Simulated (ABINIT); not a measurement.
## Ba2TaBiO6 (R-3): a self-consistent loop beyond G0W0, cycle by cycle

Aim: iterate the self-energy on Ba2TaBiO6 (R-3) and follow the gap from cycle to cycle.

Program: ABINIT 10.8.3. Level of theory: LDA and many-body steps on it, plane waves. Results are calculated unless marked as measured.

**1. The starting structure**

The structure is trigonal, space group R-3 (No. 148). Conventional cell: a = 6.151 Å, b = 6.151 Å, c = 14.869 Å, α = 90.00°, β = 90.00°, γ = 120.00°. Ba has 12 O at 2.76 to 3.40 Å nearest. Nearest to Ta lie 6 O at 2.01 Å. Nearest to Bi lie 6 O at 2.36 Å. Nearest to O lie 1 Ta at 2.01 Å and 1 Bi at 2.36 Å and 4 Ba at 2.76 to 3.40 Å. Farther neighbours and most contacts between anions are not listed.

The cell and positions are those that the Materials Project relaxed with its own functionals (PBE, PBE+U or r2SCAN), kept fixed. Spin-orbit coupling is left out unless a step names it.

**2. Empty states on the mesh, 2×2×2 mesh, 274 bands**

This step: ABINIT 10.8.3; DFT, LDA, plane waves, norm-conserving pseudopotentials.

The sums over transitions need many empty states on a uniform mesh; this step solves for them.

run.abi

```
acell 3*1.0 Angstrom
rprim 
  3.075626834241 1.775713980676 4.956223105800
  -3.075626834241 1.775713980676 4.956223105800
  0.000000000000 -3.551427961352 4.956223105800
ntypat 4
znucl 56 73 83 8
natom 10
typat 1 1 2 3 4 4 4 4 4 4
xred 
  0.748816000000 0.748816000000 0.748816000000
  0.251184000000 0.251184000000 0.251184000000
  0.500000000000 0.500000000000 0.500000000000
  0.000000000000 0.000000000000 0.000000000000
  0.725510000000 0.218856000000 0.322035000000
  0.218856000000 0.322035000000 0.725510000000
  0.322035000000 0.725510000000 0.218856000000
  0.274490000000 0.781144000000 0.677965000000
  0.677965000000 0.274490000000 0.781144000000
  0.781144000000 0.677965000000 0.274490000000
pp_dirpath "pseudos"
pseudos "Ba.upf, Ta.upf, Bi.upf, O.upf"
ecut 62
ngkpt 2 2 2
nshiftk 1
shiftk 0 0 0
kptopt 1
chksymbreak 0
iscf -2
irdden 1
istwfk *1
nband 274
nbdbuf 24
tolwfr 1e-09
nstep 60
prtvol 0
indata_prefix "in"
outdata_prefix "out"
tmpdata_prefix "tmp"
```

Run with:

```sh
$ OMP_NUM_THREADS=1 mpirun -n 4 abinit run.abi > log
```

Numbers of over 12 decimals in the logs are rounded to 6 here.

Output:

```text
.Version 10.8.3 of ABINIT. v10.8.2 released Aug 2026.

 Symmetries : space group R-3 (#148); Bravais hR (rhombohedral)
[... echo of the input left out ...]
== DATASET  1 ==================================================================
-   mpi_nproc: 4, omp_nthreads: 1 (-1 if OMP is not activated)

--- !DatasetInfo
iteration_state: {dtset: 1, }
dimensions: {natom: 10, nkpt: 4, mband: 274, nsppol: 1, nspinor: 1, nspden: 1, mpw: 25587, }
cutoff_energies: {ecut:  62.0, pawecutdg:  -1.0, }
[...]
2.41249    2.41652    2.41976    2.41976    2.43218    2.43218    2.44926    2.44926
   2.45406    2.49297    2.49366    2.49549    2.49824    2.50886    2.50933    2.51191
   2.51882    2.52964
 prteigrs : prtvol=0 or 1, do not print more k-points.

== END DATASET(S) ==============================================================
================================================================================

 -outvars: echo values of variables after computation  --------
            nband         274
             nkpt           4
          spgroup         148
 [... the other variables as echoed above ...]

 Calculation completed.
```

Elapsed: 8.4 min, on 4 MPI ranks of Arm Neoverse V1, shared host; peak memory 1.2 GiB; 34 min of CPU time.

This step gave:

```
gap                                                           : 2.549 eV
k of the valence top                                          : 0.5, 0.5, 0.5
k of the conduction bottom                                    : 0.5, 0, 0
least direct gap                                              : 2.577 eV
k points computed                                             : 4
lowest point of the top converged band, above the valence top : 57.0432 eV
```

On this mesh the gap is 2.549 eV.

The density comes from a self-consistent run that is not shown.

**3. Screening, 2×2×2 mesh, 250 bands, screening to 130.6 eV**

The RPA dielectric matrix is built and inverted for each q.

This step: RPA screening on LDA, plane waves, norm-conserving pseudopotentials.

run.abi: that of step 2 with these lines changed.

```diff
@@ -28,10 +28,11 @@
 chksymbreak 0
-iscf -2
-irdden 1
 istwfk *1
-nband 274
-nbdbuf 24
-tolwfr 1e-09
-nstep 60
-prtvol 0
+occopt 1
+irdwfk 1
+optdriver 3
+nband 250
+ecuteps 4.8
+inclvkb 2
+awtr 1
+symchi 1
 indata_prefix "in"
```

Output:

```text
.Version 10.8.3 of ABINIT. v10.8.2 released Aug 2026.

 Symmetries : space group R-3 (#148); Bravais hR (rhombohedral)
[... echo of the input left out ...]
== DATASET  1 ==================================================================
-   mpi_nproc: 4, omp_nthreads: 1 (-1 if OMP is not activated)

--- !DatasetInfo
iteration_state: {dtset: 1, }
dimensions: {natom: 10, nkpt: 4, mband: 250, nsppol: 1, nspinor: 1, nspden: 1, mpw: 25587, }
cutoff_energies: {ecut:  62.0, pawecutdg:  -1.0, }
electrons: {nelect:   1.06000000E+02, charge:   0.00000000E+00, occopt:   1.00000000E+00, tsmear:   1.00000000E-02, }

 SCREENING: Calculation of the susceptibility and dielectric matrices

 Based on a program developped by R.W. Godby, V. Olevano, G. Onida, and L. Reining.
 Incorporated in ABINIT by V. Olevano, G.-M. Rignanese, and M. Torrent.
.Using double precision arithmetic ; gwpc =  8

[... cell and pseudopotentials left out ...]
--------------------------------------------------------------------------------

 ==== K-mesh for the wavefunctions ====
 Number of points in the irreducible wedge :     4
[... list of points left out ...]
 Together with  6 symmetry operations and time-reversal symmetry
 yields     8 points in the full Brillouin Zone.

 ==== Q-mesh for the screening function ====
 Number of points in the irreducible wedge :     4
[... list of points left out ...]
 Together with  6 symmetry operations and time-reversal symmetry
 yields     8 points in the full Brillouin Zone.

 setmesh: FFT mesh size selected  =    54x   54x   54
          total number of points  =       157464

 vcoul_init : cutoff-mode = AUXILIARY_FUNCTION
 q-points for optical limit:   1
     1)      0.000010    0.000020    0.000030

- screening: taking advantage of time-reversal symmetry
- Maximum band index for partially occupied states nbvw = 53
- Remaining bands to be divided among processors   nbcw = 197
- Number of bands treated by each node ~49

 Number of electrons calculated from density =  106.0000; Expected =  106.0000
 average of density, n =  0.096716
 r_s =    1.3515
 omega_plasma =   29.9989 [eV]

 calculating chi0 at frequencies [eV] :
  1    0.000000E+00    0.000000E+00
  2    0.000000E+00    2.999894E+01

--------------------------------------------------------------------------------
  q-point number  1        q = ( 0.000000, 0.000000, 0.000000) [r.l.u.]
--------------------------------------------------------------------------------
[... chi0 elements left out ...]
 For q-point:  0.000010 0.000020 0.000030
  dielectric constant =   6.6089
  dielectric constant without local fields =   7.2138

  Average fulfillment of the sum rule on Im[epsilon] for q-point    1 :     59.81  [%]
[... wings left out ...]
  q-point number  2        q = ( 0.500000, 0.000000, 0.000000) [r.l.u.]
--------------------------------------------------------------------------------
[... chi0 elements left out ...]
  Average fulfillment of the sum rule on Im[epsilon] for q-point    2 :     64.74  [%]

 [... 2 further q-points ...]
```

It took 8.4 min on 4 MPI ranks; peak memory 6.9 GiB.

Numbers from this step:

```yaml
eps_infinity_with_local_fields_on_this_mesh_along_the_program_s_q_direction: 6.609
the_same_without_local_fields: 7.214
plasma_frequency: 30.00 eV
plane_waves_in_the_screening_matrix: 537
```

Local fields lower ε∞ by 8 %. On a Γ-centred mesh this coarse the value itself is usually too large, while a short band sum pulls it down.

**4. G0W0**

The self-energy is evaluated for the states that the input lists, and the levels follow from it, in one-shot runs by the linearised quasiparticle equation.

This step: G0W0 on LDA, plane waves, norm-conserving pseudopotentials.

run.abi: that of step 3 with these lines changed.

```diff
@@ -31,8 +31,19 @@
 irdwfk 1
-optdriver 3
+optdriver 4
 nband 250
+gwcalctyp 0
+ecutsigx 62
+symsigma 1
+nkptgw 3
+kptgw 
+  0.5000000000 0.5000000000 0.5000000000
+  0.5000000000 0.0000000000 0.0000000000
+  0.0000000000 0.0000000000 0.0000000000
+bdgw 
+  52 56
+  52 55
+  51 55
 ecuteps 4.8
-inclvkb 2
-awtr 1
-symchi 1
+irdscr 1
+ppmodel 1
 indata_prefix "in"
```

Output:

```text
.Version 10.8.3 of ABINIT. v10.8.2 released Aug 2026.

 Symmetries : space group R-3 (#148); Bravais hR (rhombohedral)
[... echo of the input left out ...]
== DATASET  1 ==================================================================
-   mpi_nproc: 4, omp_nthreads: 1 (-1 if OMP is not activated)

--- !DatasetInfo
iteration_state: {dtset: 1, }
dimensions: {natom: 10, nkpt: 4, mband: 250, nsppol: 1, nspinor: 1, nspden: 1, mpw: 25587, }
cutoff_energies: {ecut:  62.0, pawecutdg:  -1.0, }
electrons: {nelect:   1.06000000E+02, charge:   0.00000000E+00, occopt:   1.00000000E+00, tsmear:   1.00000000E-02, }

 SIGMA: Calculation of the GW corrections

 Based on a program developped by R.W. Godby, V. Olevano, G. Onida, and L. Reining.
 Incorporated in ABINIT by V. Olevano, G.-M. Rignanese, and M. Torrent.
.Using double precision arithmetic ; gwpc =  8

[... cell and pseudopotentials left out ...]
--------------------------------------------------------------------------------

 ==== K-mesh for the wavefunctions ====
 Number of points in the irreducible wedge :     4
[... list of points left out ...]
 Together with  6 symmetry operations and time-reversal symmetry
 yields     8 points in the full Brillouin Zone.

 ==== Q-mesh for screening function ====
 Number of points in the irreducible wedge :     4
[... list of points left out ...]
 Together with  6 symmetry operations and time-reversal symmetry
 yields     8 points in the full Brillouin Zone.

 vcoul_init : cutoff-mode = AUXILIARY_FUNCTION
 q-points for optical limit:   1
     1)      0.000010    0.000020    0.000030
 setmesh: FFT mesh size selected  =    81x   81x   81
          total number of points  =       531441

 Number of electrons calculated from density =  106.0000; Expected =  106.0000
 average of density, n =  0.096716
 r_s =    1.3515
 omega_plasma =   29.9989 [eV]

 === KS Band Gaps ===
  >>>> For spin  1
   Minimum direct gap =   2.5771 [eV], located at k-point      :   0.5000  0.0000  0.0000
   Fundamental gap    =   2.5491 [eV], Top of valence bands at :   0.5000  0.5000  0.5000
                                       Bottom of conduction at :   0.5000  0.0000  0.0000
 SIGMA fundamental parameters:
 PLASMON POLE MODEL  1
 number of plane-waves for SigmaX                25587
 number of plane-waves for SigmaC and W            537
 number of plane-waves for wavefunctions         25587
 number of bands                                   250
 number of independent spin polarizations            1
 number of spinorial components                      1
 number of k-points in IBZ                           4
 number of q-points in IBZ                           4
 number of symmetry operations                       6
 number of k-points in BZ                            8
 number of q-points in BZ                            8
 number of frequencies for dSigma/dE                 9
 frequency step for dSigma/dE [eV]                0.25
 number of omega for Sigma on real axis              0
 max omega for Sigma on real axis  [eV]           0.00
 zcut for avoiding poles [eV]                     0.10

 EPSILON^-1 parameters (SCR file):
 dimension of the eps^-1 matrix on file            537
 dimension of the eps^-1 matrix used               537
 number of plane-waves for wavefunctions         25587
 number of bands                                   250
 number of q-points in IBZ                           4
 number of frequencies                               2
 number of real frequencies                          1
 number of imag frequencies                          1

 matrix elements of self-energy operator (all in [eV])

 Perturbative Calculation

--- !SelfEnergy_ee
iteration_state: {dtset: 1, }
kpoint     : [   0.500,    0.500,    0.500, ]
spin       : 1
KS_gap     :    2.682
QP_gap     :    3.484
Delta_QP_KS:    0.802
data: !SigmaeeData |
     Band     E0 <VxcDFT>   SigX SigC(E0)      Z dSigC/dE  Sig(E)    E-E0       E
       52   4.962 -18.586 -23.417   4.840   0.771  -0.297 -18.578   0.007   4.969
       53   6.493 -20.412 -23.480   3.476   0.790  -0.265 -20.089   0.322   6.815
       54   9.175 -15.195 -10.580  -3.254   0.826  -0.210 -14.070   1.125  10.300
       55   9.631 -15.656 -11.060  -3.190   0.825  -0.212 -14.497   1.159  10.790
       56   9.631 -15.656 -11.060  -3.190   0.825  -0.212 -14.497   1.159  10.790

--- !SelfEnergy_ee
iteration_state: {dtset: 1, }
kpoint     : [   0.500,    0.000,    0.000, ]
spin       : 1
KS_gap     :    2.577
QP_gap     :    3.378
Delta_QP_KS:    0.801
data: !SigmaeeData |
     Band     E0 <VxcDFT>   SigX SigC(E0)      Z dSigC/dE  Sig(E)    E-E0       E
       52   5.236 -18.788 -23.488   4.752   0.771  -0.296 -18.748   0.040   5.277
[...]
--- !SelfEnergy_ee
iteration_state: {dtset: 1, }
kpoint     : [   0.000,    0.000,    0.000, ]
spin       : 1
KS_gap     :    3.947
QP_gap     :    4.960
Delta_QP_KS:    1.013
data: !SigmaeeData |
     Band     E0 <VxcDFT>   SigX SigC(E0)      Z dSigC/dE  Sig(E)    E-E0       E
[...]
53   5.708 -19.360 -23.390   4.251   0.777  -0.287 -19.189   0.172   5.879
       54   9.655 -13.384  -8.865  -3.095   0.832  -0.202 -12.199   1.185  10.839
       55   9.838 -16.696 -11.919  -3.418   0.816  -0.225 -15.587   1.108  10.946

== END DATASET(S) ==============================================================
================================================================================

 -outvars: echo values of variables after computation  --------
           etotal      0.0000000000E+00
            nband         250
             nkpt           4
          spgroup         148
 [... the other variables as echoed above ...]

 Calculation completed.
```

Elapsed: 84 s, on 4 MPI ranks; peak memory 3.9 GiB.

This step gave:

| Item | Value |
| --- | --- |
| G0W0 gap on the points computed | 3.346 eV |
| starting gap on the mesh | 2.549 eV |
| k of the valence top | 0.5, 0.5, 0.5 |
| k of the conduction bottom | 0.5, 0, 0 |
| Z at the valence top | 0.79 |
| Z at the conduction bottom | 0.828 |
| least direct G0W0 gap on the computed points | 3.379 eV |

The gap on the mesh goes from 2.55 eV to 3.35 eV, a correction of +0.80 eV.

**5. evGW0, cycle 1**

This step: evGW0 on LDA, plane waves, norm-conserving pseudopotentials.

run.abi: that of step 4 with these lines changed.

```diff
@@ -33,14 +33,16 @@
 nband 250
-gwcalctyp 0
+gwcalctyp 10
 ecutsigx 62
 symsigma 1
-nkptgw 3
+nkptgw 4
 kptgw 
+  0.0000000000 0.0000000000 0.0000000000
+  0.5000000000 0.0000000000 0.0000000000
+  0.5000000000 0.5000000000 0.0000000000
   0.5000000000 0.5000000000 0.5000000000
-  0.5000000000 0.0000000000 0.0000000000
-  0.0000000000 0.0000000000 0.0000000000
 bdgw 
-  52 56
-  52 55
-  51 55
+  36 61
+  36 61
+  36 61
+  36 61
 ecuteps 4.8
```

Output:

```text
.Version 10.8.3 of ABINIT. v10.8.2 released Aug 2026.

 Symmetries : space group R-3 (#148); Bravais hR (rhombohedral)
[... echo of the input left out ...]
== DATASET  1 ==================================================================
-   mpi_nproc: 4, omp_nthreads: 1 (-1 if OMP is not activated)

--- !DatasetInfo
iteration_state: {dtset: 1, }
dimensions: {natom: 10, nkpt: 4, mband: 250, nsppol: 1, nspinor: 1, nspden: 1, mpw: 25587, }
cutoff_energies: {ecut:  62.0, pawecutdg:  -1.0, }
electrons: {nelect:   1.06000000E+02, charge:   0.00000000E+00, occopt:   1.00000000E+00, tsmear:   1.00000000E-02, }

 SIGMA: Calculation of the GW corrections

 Based on a program developped by R.W. Godby, V. Olevano, G. Onida, and L. Reining.
 Incorporated in ABINIT by V. Olevano, G.-M. Rignanese, and M. Torrent.
.Using double precision arithmetic ; gwpc =  8

[... cell and pseudopotentials left out ...]
--------------------------------------------------------------------------------

 ==== K-mesh for the wavefunctions ====
 Number of points in the irreducible wedge :     4
[... list of points left out ...]
 Together with  6 symmetry operations and time-reversal symmetry
 yields     8 points in the full Brillouin Zone.

 ==== Q-mesh for screening function ====
 Number of points in the irreducible wedge :     4
[... list of points left out ...]
 Together with  6 symmetry operations and time-reversal symmetry
 yields     8 points in the full Brillouin Zone.

 vcoul_init : cutoff-mode = AUXILIARY_FUNCTION
 q-points for optical limit:   1
     1)      0.000010    0.000020    0.000030
 setmesh: FFT mesh size selected  =    81x   81x   81
          total number of points  =       531441

 Number of electrons calculated from density =  106.0000; Expected =  106.0000
[...]
--- !SelfEnergy_ee
iteration_state: {dtset: 1, }
kpoint     : [   0.500,    0.500,    0.000, ]
spin       : 1
KS_gap     :    4.128
QP_gap     :    5.085
Delta_QP_KS:    0.958
data: !SigmaeeData |
     Band     E_DFT   <VxcDFT>   E(N-1)  <Hhartree>   SigX  SigC[E(N-1)]    Z     dSigC/dE  Sig[E(N)]  DeltaE  E(N)_pert E(N)_diago
[...]
--- !SelfEnergy_ee
iteration_state: {dtset: 1, }
kpoint     : [   0.500,    0.500,    0.500, ]
spin       : 1
KS_gap     :    2.682
QP_gap     :    3.484
Delta_QP_KS:    0.802
data: !SigmaeeData |
     Band     E_DFT   <VxcDFT>   E(N-1)  <Hhartree>   SigX  SigC[E(N-1)]    Z     dSigC/dE  Sig[E(N)]  DeltaE  E(N)_pert E(N)_diago
[...]
60    12.041   -10.983    12.041    23.024    -5.655    -3.883     0.847    -0.181    -9.760     1.223    13.264    13.486
       61    12.041   -10.983    12.041    23.024    -5.655    -3.883     0.847    -0.181    -9.760     1.223    13.264    13.486

 New Fermi energy :        3.177653E-01 Ha ,    8.646834E+00 eV

 === QP Band Gaps ===
  >>>> For spin  1
   Minimum direct gap =   3.5267 [eV], located at k-point      :   0.5000  0.0000  0.0000
   Fundamental gap    =   3.4922 [eV], Top of valence bands at :   0.5000  0.5000  0.5000
                                       Bottom of conduction at :   0.5000  0.0000  0.0000

 writing QP data on file : out_QPS

 Convergence of QP corrections
 >>>>> For spin  1 <<<<<
.  kptgw no:  1; Maximum DeltaE = (   0.000   0.000) for band index: 23
.  kptgw no:  2; Maximum DeltaE = (   0.060   0.000) for band index: 24
.  kptgw no:  3; Maximum DeltaE = (   0.014  -0.000) for band index: 24
.  kptgw no:  4; Maximum DeltaE = (  -0.006   0.001) for band index: 24

== END DATASET(S) ==============================================================
================================================================================

 -outvars: echo values of variables after computation  --------
           etotal      0.0000000000E+00
            nband         250
             nkpt           4
          spgroup         148
 [... the other variables as echoed above ...]

 Calculation completed.
```

The job ended after 11 min (4 MPI ranks; peak memory 7.4 GiB; 44 min of CPU time).

This step gave:

| Quantity | Value |
| --- | --- |
| quasiparticle gap on the mesh | 3.492 eV |
| gap of the density functional on the mesh | 2.549 eV |
| k of the valence top | 0.5, 0.5, 0.5 |
| k of the conduction bottom | 0.5, 0, 0 |
| Z at the valence top | 0.79 |
| Z at the conduction bottom | 0.828 |
| least direct quasiparticle gap on the computed points | 3.527 eV |

Against G0W0 in ABINIT (2×2×2 mesh, 250 bands, screening to 130.6 eV, Godby-Needs plasmon pole), the gap moves by +0.146 eV. This first cycle still uses the starting levels; it takes the full correction, at all points of the mesh, and its linearised value is 3.346 eV.

**6. evGW0, cycle 2**

The corrected levels of the last cycle go back in.

run.abi: that of step 5 with these lines changed.

```diff
@@ -50,2 +50,3 @@
 ppmodel 1
+irdqps 1
 indata_prefix "in"
```

Output:

```text
.Version 10.8.3 of ABINIT. v10.8.2 released Aug 2026.

 Symmetries : space group R-3 (#148); Bravais hR (rhombohedral)
[... echo of the input left out ...]
== DATASET  1 ==================================================================
-   mpi_nproc: 4, omp_nthreads: 1 (-1 if OMP is not activated)

--- !DatasetInfo
iteration_state: {dtset: 1, }
dimensions: {natom: 10, nkpt: 4, mband: 250, nsppol: 1, nspinor: 1, nspden: 1, mpw: 25587, }
cutoff_energies: {ecut:  62.0, pawecutdg:  -1.0, }
[...]
.  kptgw no:  2; Maximum DeltaE = (  -0.011   0.000) for band index: 24
.  kptgw no:  3; Maximum DeltaE = (  -0.014   0.000) for band index: 24
.  kptgw no:  4; Maximum DeltaE = (   0.001  -0.000) for band index: 24

== END DATASET(S) ==============================================================
================================================================================

 -outvars: echo values of variables after computation  --------
           etotal      0.0000000000E+00
            nband         250
             nkpt           4
          spgroup         148
 [... the other variables as echoed above ...]

 Calculation completed.
```

Wall time 11 min (4 MPI ranks); peak memory 7.5 GiB.

Numbers from this step:

| Property | Result |
| --- | --- |
| quasiparticle gap on the mesh | 3.437 eV |
| gap of the density functional on the mesh | 2.549 eV |
| k of the valence top | 0.5, 0.5, 0.5 |
| k of the conduction bottom | 0.5, 0, 0 |
| least direct quasiparticle gap on the computed points | 3.471 eV |

Against the cycle before, the gap moves by −0.055 eV.

[end of part 1 of 3]

[Paths, hosts, dates, memory and timing lines, banners, echoed tables and standing remarks are left out of the program output.]

[Logs are printed without paths, hosts, clocks, repeated set-up lines and the standing remarks that a program may print on its own settings, such as how far it seeks lower states.]

[Runs of the session that timed out or met a known fault of the program may be left out.]

[Hosts, paths, dates, database ids (printed as entryN), source tags and the programs' standing remarks are cut or masked in the printed files.]

[G0W0 gaps are taken among the corrected bands and points alone; a level outside them can change the order at an edge.]

[Where Ansatz stands beside ABINIT at settings called matched, ABINIT's density can come from a denser mesh and the files from another edition; pairs whose starting gaps differed by over 0.03 eV were left out, so agreement reads better than it is.]
